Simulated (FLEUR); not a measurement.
# Collinear magnetic orders of VClO with FLEUR

A self-consistent run ends on one state, which hangs on the start. Several orders of VClO are started in FLEUR and their energies compared.

Main program and level: FLEUR MaX-R8.1; PBEsol with U = 3.2 eV on V d; all-electron FLAPW, Dirac cores, scalar-relativistic bands.

## (1) Starting point

It takes space group Pmmn (No. 59, orthorhombic). The conventional cell has a = 3.300 Å, b = 3.780 Å, c = 7.910 Å, α = 90.00°, β = 90.00°, γ = 90.00°. V has 4 O at 1.97 to 2.08 Å and 2 Cl at 2.36 Å nearest. Nearest to Cl lie 2 V at 2.36 Å. O has 4 V at 1.97 to 2.08 Å nearest. Farther neighbours and most contacts between anions are not listed.

Coordinates:

```
V Cl O
1.0
     3.30000    0.00000    0.00000
     0.00000    3.78000    0.00000
     0.00000    0.00000    7.91000
V Cl O
2 2 2
Direct
  0.00000 0.50000 0.11480
  0.50000 0.00000 0.88520
  0.50000 0.50000 0.32790
  0.00000 0.00000 0.67210
  0.50000 0.50000 0.95420
  0.00000 0.00000 0.04580
```

## (2) Run 1 (ferro ++)

The parallel start comes first: it shows whether parallel moments hold. The U counters the self-interaction that shrinks the moments of a localised shell.

inpgen writes inp.xml from crystal.txt; cutoffs, mixing, functional, smearing and local orbitals are then set in the file. The k list default-1 (kpts.xml, not shown) is a Γ-centred 6×6×6 mesh; where the ranks do not divide the number of points, some are split in two of half the weight.

inp.xml reads:

```
<?xml version="1.0" encoding="UTF-8" standalone="no"?>
<fleurInput fleurInputVersion="0.39">
   <comment>
      VClO
   </comment>
   <calculationSetup>
      <cutoffs Kmax="4.4" Gmax="13.2" GmaxXC="13.2" numbands="0"/>
      <scfLoop itmax="130" minDistance="0.0001" maxIterBroyd="15" imix="Anderson" alpha="0.05" precondParam="0.0" spinf="2.0" sdNocoIR="T"/>
      <coreElectrons ctail="T" frcor="F" kcrel="0" coretail_lmax="0"/>
      <xcFunctional name="PBEs" relativisticCorrections="F"/>
      <magnetism jspins="2"/>
      <soc l_soc="F" theta="0.0" phi="0.0" spav="F"/>
      <expertModes spex="0" secvar="F"/>
      <geometryOptimization l_f="F" forcealpha="1.0" forcemix="BFGS" epsdisp="0.00001" epsforce="0.00001"/>
      <ldaU l_linMix="F" mixParam="0.05" spinf="1.0"/>
   </calculationSetup>
   <cell>
      <bzIntegration valenceElectrons="52.0" mode="hist" fermiSmearingEnergy="0.00183747">
         <kPointListSelection listName="default-1"/>
         <xi:include xmlns:xi="http://www.w3.org/2001/XInclude" href="kpts.xml"> </xi:include>
      </bzIntegration>
      <xi:include xmlns:xi="http://www.w3.org/2001/XInclude" href="sym.xml"> </xi:include>
      <bulkLattice scale="1.0">
         <bravaisMatrix>
            <row-1>    6.2360962111799996     0.0000000000000000     0.0000000000000000</row-1>
            <row-2>    0.0000000000000000     7.1431647509879994     0.0000000000000000</row-2>
            <row-3>    0.0000000000000000     0.0000000000000000    14.9477336455860002</row-3>
         </bravaisMatrix>
      </bulkLattice>
   </cell>
   <atomSpecies>
      <species name="Vanadium (2.002" element="V" atomicNumber="23">
         <mtSphere radius="2.32" gridPoints="767" logIncrement="0.016"/>
         <atomicCutoffs lmax="8" lnonsphr="6"/>
         <electronConfig flipSpins="F">
            <coreConfig>(1s1/2) (2s1/2) (2p1/2) (2p3/2)</coreConfig>
            <valenceConfig>(3s1/2) (3p1/2) (3p3/2) (4s1/2) (3d3/2) (3d5/2)</valenceConfig>
            <stateOccupation state="(3d3/2)" spinUp="0.701" spinDown="0.499"/>
            <stateOccupation state="(3d5/2)" spinUp="1.8" spinDown="0.0"/>
         </electronConfig>
         <energyParameters s="4" p="4" d="3" f="4"/>
         <ldaU l="2" U="3.2" J="0.0" l_amf="F"/>
         <lo type="SCLO" l="0" n="3" eDeriv="0"/>
         <lo type="SCLO" l="1" n="3" eDeriv="0"/>
      </species>
      <species name="Chlorine (Cl)" element="Cl" atomicNumber="17">
         <mtSphere radius="2.03" gridPoints="671" logIncrement="0.017"/>
         <atomicCutoffs lmax="8" lnonsphr="6"/>
         <electronConfig flipSpins="F">
            <coreConfig>(1s1/2) (2s1/2) (2p1/2) (2p3/2)</coreConfig>
            <valenceConfig>(3s1/2) (3p1/2) (3p3/2)</valenceConfig>
            <stateOccupation state="(3p1/2)" spinUp="0.833333" spinDown="0.833333"/>
            <stateOccupation state="(3p3/2)" spinUp="1.666667" spinDown="1.666667"/>
         </electronConfig>
         <energyParameters s="3" p="3" d="3" f="4"/>
      </species>
      <species name="Oxygen (O)" element="O" atomicNumber="8">
         <mtSphere radius="1.31" gridPoints="433" logIncrement="0.024"/>
         <atomicCutoffs lmax="6" lnonsphr="4"/>
         <electronConfig flipSpins="F">
            <coreConfig>(1s1/2)</coreConfig>
            <valenceConfig>(2s1/2) (2p1/2) (2p3/2)</valenceConfig>
            <stateOccupation state="(2p1/2)" spinUp="0.666667" spinDown="0.666667"/>
            <stateOccupation state="(2p3/2)" spinUp="1.333333" spinDown="1.333333"/>
         </electronConfig>
         <energyParameters s="2" p="2" d="3" f="4"/>
      </species>
   </atomSpecies>
   <atomGroups>
      <atomGroup species="Vanadium (2.002">
         <relPos label="                   1">-1.000/4.000 1.000/4.000 .1148000000</relPos>
         <relPos label="                   2">1.000/4.000 -1.000/4.000 -.1148000000</relPos>
         <force calculate="T" relaxXYZ="TTT"/>
      </atomGroup>
      <atomGroup species="Chlorine (Cl)">
         <relPos label="                   3">1.000/4.000 1.000/4.000 .3279000000</relPos>
         <relPos label="                   4">-1.000/4.000 -1.000/4.000 -.3279000000</relPos>
         <force calculate="T" relaxXYZ="TTT"/>
      </atomGroup>
      <atomGroup species="Oxygen (O)">
         <relPos label="                   5">1.000/4.000 1.000/4.000 -.0458000000</relPos>
         <relPos label="                   6">-1.000/4.000 -1.000/4.000 .0458000000</relPos>
         <force calculate="T" relaxXYZ="TTT"/>
      </atomGroup>
   </atomGroups>
   <output dos="F" band="F" slice="F">
      <bandDOS minEnergy="-.5*Htr" maxEnergy="0.5*Htr" sigma="0.015" storeEVData="T"/>
      <plotting iplot="0" polar="F">
         <plot TwoD="T" vec1="  1.0  0.0  0.0" vec2="  0.0  1.0  0.0" vec3="  0.0  0.0  1.0" zero="  0.0  0.0  0.0" file="plot"/>
      </plotting>
      <moessbauerParams electricFieldGradient="F" isomerShift="F" coreHyperfine="F" valenceHyperfine="F"/>
   </output>
</fleurInput>
```

crystal.txt reads:

```
VClO
&input film=F cartesian=F /
3.30000000000  0.00000000000  0.00000000000
0.00000000000  3.78000000000  0.00000000000
0.00000000000  0.00000000000  7.91000000000
1.8897261246
1.0 1.0 1.0

6
23 0.00000000000  0.50000000000  0.11480000000 : 2.002
23 0.50000000000  0.00000000000  0.88520000000 : 2.002
17 0.50000000000  0.50000000000  0.32790000000
17 0.00000000000  0.00000000000  0.67210000000
8 0.50000000000  0.50000000000  0.95420000000
8 0.00000000000  0.00000000000  0.04580000000

&kpt div1=6 div2=6 div3=6 gamma=T /
```

Started as:

```bash
$ OMP_NUM_THREADS=1 inpgen -f crystal.txt > inpgen.log  # inp.xml is then edited as shown
$ OMP_NUM_THREADS=1 mpirun -n 4 fleur_MPI > fleur.log
```

The program printed:

```text
Welcome to FLEUR        (www.flapw.de)
      MaX-Release 8.1          (www.max-centre.eu)

 ========== k-point set info ==========
 Selected k-point list: default-1
 k-point list type: mesh
 6 x 6 x 6
 Number of k points: 64

 ------------Calculation Setup---------------------------
 Number of MPI-tasks      :            4
 Number of PE/node        :            4
 Number of OMP-threads    :            1
 k-points in parallel     :            4
 pe's per k-point         :            1
 No of k-point loops      :           16
 Eigenvalue solver        :       lapack
 Number of basis functions:         1016
 Approximate size of matrices (H+S) per k-point:         0.015 GB
 --------------------------------------------------------
 no density matrix found ... skipping LDA+U
 Reset of history
 Iteration:     1   Distance:      18.23702385 me/bohr^3
 Iteration:     2   Distance:      18.65118695 me/bohr^3
 Iteration:     3   Distance:      16.54418834 me/bohr^3
 Iteration:     4   Distance:      10.31511147 me/bohr^3
 Iteration:     5   Distance:      13.24328592 me/bohr^3
 Iteration:     6   Distance:       8.52738635 me/bohr^3
 Iteration:     7   Distance:       2.20529732 me/bohr^3
 Iteration:     8   Distance:       1.45728586 me/bohr^3
 Iteration:     9   Distance:       1.39047945 me/bohr^3
 Iteration:    10   Distance:       0.60753655 me/bohr^3
 Iteration:    11   Distance:       0.52805800 me/bohr^3
 Iteration:    12   Distance:       0.27061083 me/bohr^3
 Iteration:    13   Distance:       0.17813715 me/bohr^3
 Iteration:    14   Distance:       0.09321681 me/bohr^3
 Iteration:    15   Distance:       0.10066916 me/bohr^3
 Iteration:    16   Distance:       0.02759492 me/bohr^3
 Iteration:    17   Distance:       0.02387519 me/bohr^3
 Iteration:    18   Distance:       0.01939495 me/bohr^3
 Iteration:    19   Distance:       0.00561709 me/bohr^3
 Iteration:    20   Distance:       0.00298469 me/bohr^3
 Iteration:    21   Distance:       0.00341123 me/bohr^3
 Iteration:    22   Distance:       0.00179742 me/bohr^3
 Iteration:    23   Distance:       0.00135035 me/bohr^3
 Iteration:    24   Distance:       0.00084894 me/bohr^3
 Iteration:    25   Distance:       0.00017051 me/bohr^3
 Iteration:    26   Distance:       0.00008609 me/bohr^3

 ********************************************************************
 Run finished successfully
 Stop message:
   all done
 ********************************************************************

--- out.xml (last complete iteration) ---
<iteration numberForCurrentRun="   26" overallNumber="   26">
         [... left out ...]
         <bandgap value="1.2696372248" units="eV"/>
         <sumValenceSingleParticleEnergies value="-25.7106241219" units="Htr"/>
         <FermiEnergy value="0.1697387377" units="Htr"/>
         <valenceDensity>
            <mtCharges spin="1">
               <mtCharge atomType="1" total="6.6396406" s="1.1166237" p="3.1367529" d="2.3275131" f="0.0435898"/>
               <mtCharge atomType="2" total="2.5910311" s="0.8004197" p="1.7734845" d="0.0146235" f="0.0019028"/>
               <mtCharge atomType="3" total="2.0798616" s="0.6408934" p="1.4356896" d="0.0028499" f="0.0003739"/>
            </mtCharges>
            <mtCharges spin="2">
               <mtCharge atomType="1" total="4.7726216" s="1.1012964" p="3.1243982" d="0.4895938" f="0.0418117"/>
               <mtCharge atomType="2" total="2.5971690" s="0.8004208" p="1.7872840" d="0.0084744" f="0.0007633"/>
               <mtCharge atomType="3" total="2.0868027" s="0.6434287" p="1.4420317" d="0.0011602" f="0.0001596"/>
            </mtCharges>
            <spinDependentCharge spin="1" total="28.0000000" interstitial="5.3789334" mtSpheres="22.6210666"/>
            <spinDependentCharge spin="2" total="24.0000000" interstitial="5.0868133" mtSpheres="18.9131867"/>
            <totalCharge value="52.0000000000"/>
         </valenceDensity>
         [... left out ...]
         <allElectronCharges>
            <spinDependentCharge spin="1" total="50.0000000" interstitial="5.3789916" mtSpheres="44.6210084"/>
            <spinDependentCharge spin="2" total="46.0000000" interstitial="5.0868715" mtSpheres="40.9131285"/>
            <totalCharge value="95.9999999898"/>
         </allElectronCharges>
         <magneticMomentsInMTSpheres units="muBohr">
            <globalMagMoment atomType="1" vec="0.00000   0.00000   1.86702"/>
            <localMagMoment atomType="1" vec="0.00000   0.00000   1.86702"/>
            <globalMagMoment atomType="2" vec="0.00000   0.00000  -0.00614"/>
            <localMagMoment atomType="2" vec="0.00000   0.00000  -0.00614"/>
            <globalMagMoment atomType="3" vec="0.00000   0.00000  -0.00694"/>
            <localMagMoment atomType="3" vec="0.00000   0.00000  -0.00694"/>
         </magneticMomentsInMTSpheres>
         <moessbauerParams unitsHFF="kG" unitsIS="e/bohr^3" unitsEFG="Htr/bohr^2">
         </moessbauerParams>
         <totalEnergy value="    -2968.3768437008" units="Htr">
            <sumOfEigenvalues value="    -1705.9471543017">
               <coreElectrons value="-1680.2365301798"/>
               <valenceElectrons value="-25.7106241219"/>
            </sumOfEigenvalues>
            <densityCoulombPotentialIntegral value="-4488.4991987426"/>
            <densityEffectivePotentialIntegral value="-4698.1534820879"/>
            <chargeDenXCDenIntegral value="-160.4315948808"/>
            <FockExchangeEnergyValence value="0.0000000000"/>
            <FockExchangeEnergyCore value="0.0000000000"/>
            <atomTypeDependentContributions atomType="1">
               <electronNucleiInteractionDifferentMTs value="2249.6996191106"/>
               <MadelungTerm value="-18.1512948061"/>
            </atomTypeDependentContributions>
            <atomTypeDependentContributions atomType="2">
               <electronNucleiInteractionDifferentMTs value="1089.1610877504"/>
               <MadelungTerm value="-17.8662753223"/>
            </atomTypeDependentContributions>
            <atomTypeDependentContributions atomType="3">
               <electronNucleiInteractionDifferentMTs value="170.4178851144"/>
               <MadelungTerm value="-10.8150839279"/>
            </atomTypeDependentContributions>
            <dftUCorrection value="-0.2092687968"/>
            <tkbTimesEntropy value="0.0000000000"/>
            <freeEnergy value="-2968.3768437008"/>
            <extrapolationTo0K value="-2968.3768437008"/>
         </totalEnergy>
         <ldaUDensityMatrix>
            <densityMatrixFor spin="1" atomType="1" uIndex="1" l="2" U="3.20000000" J="0.00000000">
               (+0.58935,+0.00000) (+0.00000,+0.00000) (-0.13346,+0.00000) (+0.00000,+0.00000) (-0.31342,+0.00000)
               (+0.00000,+0.00000) (+0.15702,+0.00000) (+0.00000,+0.00000) (-0.05445,+0.00000) (+0.00000,+0.00000)
               (-0.13346,+0.00000) (+0.00000,+0.00000) (+0.83477,+0.00000) (+0.00000,+0.00000) (-0.13346,+0.00000)
               (+0.00000,+0.00000) (-0.05445,+0.00000) (+0.00000,+0.00000) (+0.15702,+0.00000) (+0.00000,+0.00000)
               (-0.31342,+0.00000) (+0.00000,+0.00000) (-0.13346,+0.00000) (+0.00000,+0.00000) (+0.58935,+0.00000)
            </densityMatrixFor>
            <densityMatrixFor spin="2" atomType="1" uIndex="1" l="2" U="3.20000000" J="0.00000000">
               (+0.09808,+0.00000) (+0.00000,+0.00000) (+0.03759,+0.00000) (+0.00000,+0.00000) (+0.05474,+0.00000)
               (+0.00000,+0.00000) (+0.11548,+0.00000) (+0.00000,+0.00000) (-0.04254,+0.00000) (+0.00000,+0.00000)
               (+0.03759,+0.00000) (+0.00000,+0.00000) (+0.06247,+0.00000) (+0.00000,+0.00000) (+0.03759,+0.00000)
               (+0.00000,+0.00000) (-0.04254,+0.00000) (+0.00000,+0.00000) (+0.11548,+0.00000) (+0.00000,+0.00000)
               (+0.05474,+0.00000) (+0.00000,+0.00000) (+0.03759,+0.00000) (+0.00000,+0.00000) (+0.09808,+0.00000)
            </densityMatrixFor>
         </ldaUDensityMatrix>
         <ldaUDensityMatrixConvergence>
            <distance spin="1" distance="0.000006"/>
            <distance spin="2" distance="0.000003"/>
         </ldaUDensityMatrixConvergence>
         <densityConvergence units="me/bohr^3">
            <chargeDensity spin="1" distance="0.0000577846"/>
            <chargeDensity spin="2" distance="0.0000371851"/>
            <overallChargeDensity distance="0.0000450709"/>
            <spinDensity distance="0.0000860940"/>
         </densityConvergence>
      </iteration>
```

The job ended after 3.6 min (4 MPI ranks of AMD EPYC 7R13 (Zen 3), shared host; peak memory 0.48 GiB).

Spin moment in the muffin-tin sphere by atom:

```csv
atom,spin moment in the muffin-tin sphere (μB)
V1,1.87
V2,1.87
Cl3,-0.01
Cl4,-0.01
O5,-0.01
O6,-0.01
```

This step gave:

```yaml
free_energy: -80773.6488 eV
program_s_band_gap_on_this_mesh_in_a_metal_only_a_level_spacing: 1.270 eV
magnetization: 4 μB
final_state: ferromagnetic
```

After 26 cycles the largest moment stands at 1.87 μB.

(Part 1 of 2 ends here.)

[Logs and program files are shortened in this print: banners, set-up blocks, solver, clock and traceback lines can be left out without a mark of their own.]

[Logs are printed without paths, hosts, clocks, repeated set-up lines and the standing remarks that a program may print on its own settings, such as how far it seeks lower states.]

[Hosts, paths, dates, database ids (printed as entryN), source tags and the programs' standing remarks are cut or masked in the printed files.]

[Where a cell is said to come from a database of computed structures, the database is the Materials Project.]
